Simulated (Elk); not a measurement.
# Fixed-spin-moment curve of VRu, part 2 of 2

How stiff is the moment of VRu, and are there other minima?

Elk 11.2.3 (patched build); LDA (Perdew-Wang); all-electron APW+lo, Dirac cores, scalar-relativistic bands.

So far. Step 2 (The free run): After 54 cycles the seed has died away: no moment is left. Step 3 (Moment fixed at 0 μB): Its energy is that of the free run within the threshold.

## Step 4: Moment fixed at 0.2 μB

Input file elk.in:

```
tasks
  1

xctype
  3

rgkmax
  7.0

nempty
  12

swidth
  0.003

reducebf
  0.5

epsengy
  1e-05

maxscl
  120

lmaxi
  3

spinpol
  .true.

fsmtype
  1

momfix
  0.000000 0.000000 -0.200000

taufsm
  0.02

sppath
  './'

avec
  5.65028111263 0.00000000000 0.00000000000
  0.00000000000 5.65028111263 0.00000000000
  0.00000000000 0.00000000000 5.65028111263

atoms
  2
  'V.in'
  1
  0.5000000000 0.5000000000 0.5000000000   0.000000 0.000000 -0.000112
  'Ru.in'
  1
  0.0000000000 0.0000000000 0.0000000000   0.000000 0.000000 -0.000112

ngridk
  8 8 8
```

Launch:

```sh
$ OMP_NUM_THREADS=2 elk
```

Numbers of over 12 decimals in the logs are rounded to 6 here.

Log:

```text
┌─────────────────────────┐
│ Elk code version 11.2.3 │
└─────────────────────────┘

All units are atomic (Hartree, Bohr, etc.)

┌──────────────────────────────────────────┐
│ Ground-state run resuming from STATE.OUT │
└──────────────────────────────────────────┘

Lattice vectors :
   5.650281113       0.000000000       0.000000000
   0.000000000       5.650281113       0.000000000
   0.000000000       0.000000000       5.650281113

Species : 1 (V)
 muffin-tin radius :    2.324777751
[...]
total in muffin-tins        :    64.46383654
 total calculated charge     :    66.99987697
 total charge                :    67.00000000
 error                       :   0.1230272432E-03

Moments :
 interstitial                :  -0.1662452446E-01
 muffin-tins
  species : 1 (V)
   atom 1                    :  -0.1691622037
  species : 2 (Ru)
   atom 1                    :  -0.1422193790E-01
 total in muffin-tins        :  -0.1833841416
 total moment                :  -0.2000086660

FSM global effective field   :   0.3671644379E-03

┌──────────────────────────────┐
│ Self-consistent loop stopped │
└──────────────────────────────┘

Wrote STATE.OUT

[key lines of the parts left out:]
total energy                :     -5474.8585884497
```

Elapsed: 44 s, on 2 threads of Arm Neoverse V2, shared host; peak memory 0.11 GiB; 84 s of CPU time.

Read from the output:

- magnetization: -0.2000 μB

It lies 0.899 meV a cell above the free run.

## Step 5: Moment fixed at 1.201 μB

Edit elk.in of step 4 so:

```diff
@@ -34,3 +34,3 @@
 momfix
-  0.000000 0.000000 -0.200000
+  0.000000 0.000000 -1.201000
```

Launch:

```sh
$ OMP_NUM_THREADS=2 elk
```

Log:

```text
┌─────────────────────────┐
│ Elk code version 11.2.3 │
└─────────────────────────┘

All units are atomic (Hartree, Bohr, etc.)

┌──────────────────────────────────────────┐
│ Ground-state run resuming from STATE.OUT │
└──────────────────────────────────────────┘

Lattice vectors :
   5.650281113       0.000000000       0.000000000
   0.000000000       5.650281113       0.000000000
   0.000000000       0.000000000       5.650281113

Species : 1 (V)
 muffin-tin radius :    2.324777751
[...]
total in muffin-tins        :    64.48605238
 total calculated charge     :    66.99986129
 total charge                :    67.00000000
 error                       :   0.1387145387E-03

Moments :
 interstitial                :  -0.1246115573
 muffin-tins
  species : 1 (V)
   atom 1                    :  -0.9769591949
  species : 2 (Ru)
   atom 1                    :  -0.9942833349E-01
 total in muffin-tins        :   -1.076387528
 total moment                :   -1.200999086

FSM global effective field   :   0.1562056644E-01

┌──────────────────────────────┐
│ Self-consistent loop stopped │
└──────────────────────────────┘

Wrote STATE.OUT

[key lines of the parts left out:]
total energy                :     -5474.8540988260
```

Wall time 63 s (2 threads); peak memory 0.1 GiB.

Read from the output:

* magnetization: -1.201 μB

It lies 123 meV a cell above the free run.

## Step 6: An attempt with other settings

A slip in the input shows what the program catches and what it lets pass.

Input file elk.in:

```
tasks
  0

xctype
  3

rgkmax
  7.0

nempty
  12

swidth
  0.003

reducebf
  0.5

epsengy
  1e-05

maxscl
  100

lmaxi
  3

spinpol
  .true.

sppath
  './'

avec
  5.65028111263 0.00000000000 0.00000000000
  0.00000000000 5.65028111263 0.00000000000
  0.00000000000 0.00000000000 5.65028111263

atoms
  2
  'V.in'
  1
  0.5000000000 0.5000000000 0.5000000000   0.000000 0.000000 -0.112500
  'Ru.in'
  1
  0.0000000000 0.0000000000 0.0000000000   0.000000 0.000000 -0.112500

ngridk
  1 1 1
```

Launch:

```sh
$ OMP_NUM_THREADS=2 elk
```

Log:

```text
┌─────────────────────────┐
│ Elk code version 11.2.3 │
└─────────────────────────┘

All units are atomic (Hartree, Bohr, etc.)

┌─────────────────────────────────────────────────┐
│ Ground-state run starting from atomic densities │
└─────────────────────────────────────────────────┘

Lattice vectors :
   5.650281113       0.000000000       0.000000000
   0.000000000       5.650281113       0.000000000
   0.000000000       0.000000000       5.650281113

Species : 1 (V)
 parameters loaded from : V.in
 name : vanadium
 nuclear charge    :   -23.00000000
 electronic charge :    23.00000000
 atomic mass :    92860.67382
 muffin-tin radius :    2.324777751
 number of radial points in muffin-tin :    497
 inner part over the whole radius :   0.9705466995E-02
 number on inner part of muffin-tin    :    349
 approximate nuclear radius :   0.6897515165E-04
 number of mesh points to nuclear radius :    164
 atomic positions (lattice), magnetic fields (Cartesian) :
  1 :   0.00000000  0.00000000  0.00000000    0.00000000  0.00000000 -0.11250000

Species : 2 (Ru)
 parameters loaded from : Ru.in
 name : ruthenium
 nuclear charge    :   -44.00000000
 electronic charge :    44.00000000
 atomic mass :    184239.3393
 muffin-tin radius :    2.518509231
 number of radial points in muffin-tin :    597
 inner part over the whole radius :   0.9790572233E-02
 number on inner part of muffin-tin    :    424
 approximate nuclear radius :   0.8462081736E-04
 number of mesh points to nuclear radius :    212
 atomic positions (lattice), magnetic fields (Cartesian) :
  1 :   0.50000000  0.50000000  0.50000000    0.00000000  0.00000000 -0.11250000

Total number of atoms per unit cell :    2
Total muffin-tin volume :    119.5442948
 ratio of muffin-tin to unit cell volume :   0.6627026209

Spin treatment :
 spin-polarised
 global magnetic field (Cartesian) :    0.000000000       0.000000000       0.000000000
 collinear magnetisation in z-direction

Number of Bravais lattice symmetries :   48
Number of crystal symmetries         :   48
Crystal has inversion symmetry
Real symmetric eigensolver will be used

k-point grid :      1     1     1
k-point offset :    0.000000000       0.000000000       0.000000000
k-point set is reduced with full crystal symmetry group
Total number of k-points :        1

Muffin-tin radius times maximum |G+k| :    7.000000000
 using average radius
Maximum |G+k| for APW functions       :    2.890598895
Maximum (1/2)|G+k|²                   :    4.177780987
Maximum |G| for potential and density :    12.00000000
Constant for pseudocharge density :    8
 order of it for each species :   15  15
 order of it for pair densities of each species (exact exchange by exxq0 0: 15) :    9  11
Radial integration step length :    1

G-vector grid sizes :     24    24    24
Number of G-vectors :     5257

Maximum angular momentum used for
 APW functions            :    8
 outer part of muffin-tin :    6
 inner part of muffin-tin :    3

Number of empty states         :     24
Total number of valence states :     78
Total number of core states    :     38

Third-order local-orbitals added for an l without core states : T
Total number of local-orbitals :     36

Exchange-correlation functional :      3     0     0
 Perdew-Wang/Ceperley-Alder, Phys. Rev. B 45, 13244 (1992)
 gradient requirement :    0
 local density approximation (LDA)

Smearing type :    3
 Fermi-Dirac
Smearing width :   0.3000000000E-02
Effective electronic temperature (K) :    947.3250744

Mixing type :    3
 Broyden mixing, J. Phys. A: Math. Gen. 17, L317 (1984)

Kohn-Sham potential initialised from atomic data

┌──────────────────────────────┐
│ Self-consistent loop started │
└──────────────────────────────┘

[... earlier loops left out ...]

┌──────────────────┐
│ Loop number : 19 │
└──────────────────┘

Energies :
 Fermi                       :     0.447542
 sum of occupied eigenvalues :     -3246.5480874746
 electron kinetic            :      5665.3610875968
 core electron kinetic       :      5449.9890734295
 Coulomb                     :     -10967.539401191
 Coulomb potential           :     -8682.7355940098
 nuclear-nuclear             :     -762.53344928042
 electron-nuclear            :     -11753.937201214
 Hartree                     :      1548.9312493029
 Madelung                    :     -6626.1716041863
 xc potential                :     -229.15853636010
 xc effective B-field        :    -0.15044638056601E-01
 external B-field            :      0.000000
 exchange                    :     -166.90245898266
 correlation                 :     -6.050769
 electron entropic           :    -0.41701894123592E-02
 total energy                :     -5475.1357116938
 (external B-field energy excluded from total)

Density of states at Fermi energy :    166.7907026
 (states/Hartree/unit cell)

Estimated indirect band gap :   0.9362100864E-04
 from k-point 1 to k-point 1
Estimated direct band gap   :   0.9362100864E-04
 at k-point 1

Charges :
 core                        :    38.00000000
 valence                     :    29.00000000
 interstitial                :    2.270519178
 muffin-tins (core leakage)
  species : 1 (V)
   atom 1                    :    21.67777319     ( -0.3528163427E-05)
  species : 2 (Ru)
   atom 1                    :    43.05170764     ( -0.5180011708E-05)
 total in muffin-tins        :    64.72948082
 total calculated charge     :    67.00049562
 total charge                :    67.00000000
 error                       :   0.4956158334E-03

Moments :
 interstitial                :   0.6630204690E-01
 muffin-tins
  species : 1 (V)
   atom 1                    :   0.8079963185
  species : 2 (Ru)
   atom 1                    :   0.1248880251
 total in muffin-tins        :   0.9328843435
 total moment                :   0.9991863904

┌──────────────────────────────┐
│ Self-consistent loop stopped │
└──────────────────────────────┘

Wrote STATE.OUT
```

Run time: 2.8 s. Hardware: 2 threads; peak memory 0.09 GiB.

The run converged, but its input is faulty, so its numbers are not to be trusted.

The fault in the input: one k-point for a small cell.

The largest moment is 0.808 μB against 0 μB in the first run, and the free energy lies -7.54 eV from it.

A single point can't sample the zone of a small cell; the mesh must follow the cell's size.

## Step 7: The curve

In all 7 moments were held (0, 0.2, 0.4, 0.6, 0.801, 1.001, 1.201 μB), each run going on from a saved state. The curve holds those that converged and the free run; sizes are given without sign.

Table of energy over the lowest by total spin moment:

```
total spin moment (μB a cell)  energy over the lowest (meV a cell)
                        0.000                                    0
                        0.200                                0.903
                        0.400                                 4.15
                        0.600                                 10.5
                        0.801                                 25.0
                        1.001                                 59.5
                        1.201                                  123
```

Slope dE/dM read from the holding field against total spin moment:

```
total spin moment (μB a cell)  slope dE/dM read from the holding field (meV/μB)
                        0.000                                           -0.0359
                        0.200                                              9.99
                        0.400                                              22.3
                        0.600                                              45.8
                        0.801                                               107
                        1.001                                               239
                        1.201                                               425
```

## Step 8: Outcome

| Property | Result |
| --- | --- |
| lowest point | zero moment |
| E/M² at 0.40 μB | 26 meV/μB² |

The minimum lies at zero moment: the crystal stays non-magnetic, and the energy has risen by 123 meV at 1.20 μB. No other minimum shows on the points computed. Only the total moment is held, so opposed site moments can hide at small totals; the field's energy is not in the curve.

[Logs and program files are shortened in this print: banners, set-up blocks, solver, clock and traceback lines can be left out without a mark of their own.]

[Logs are printed without paths, hosts, clocks, repeated set-up lines and the standing remarks that a program may print on its own settings, such as how far it seeks lower states.]

[Hosts, paths, dates, database ids (printed as entryN), source tags and the programs' standing remarks are cut or masked in the printed files.]

[Where a cell is said to come from a database of computed structures, the database is the Materials Project.]
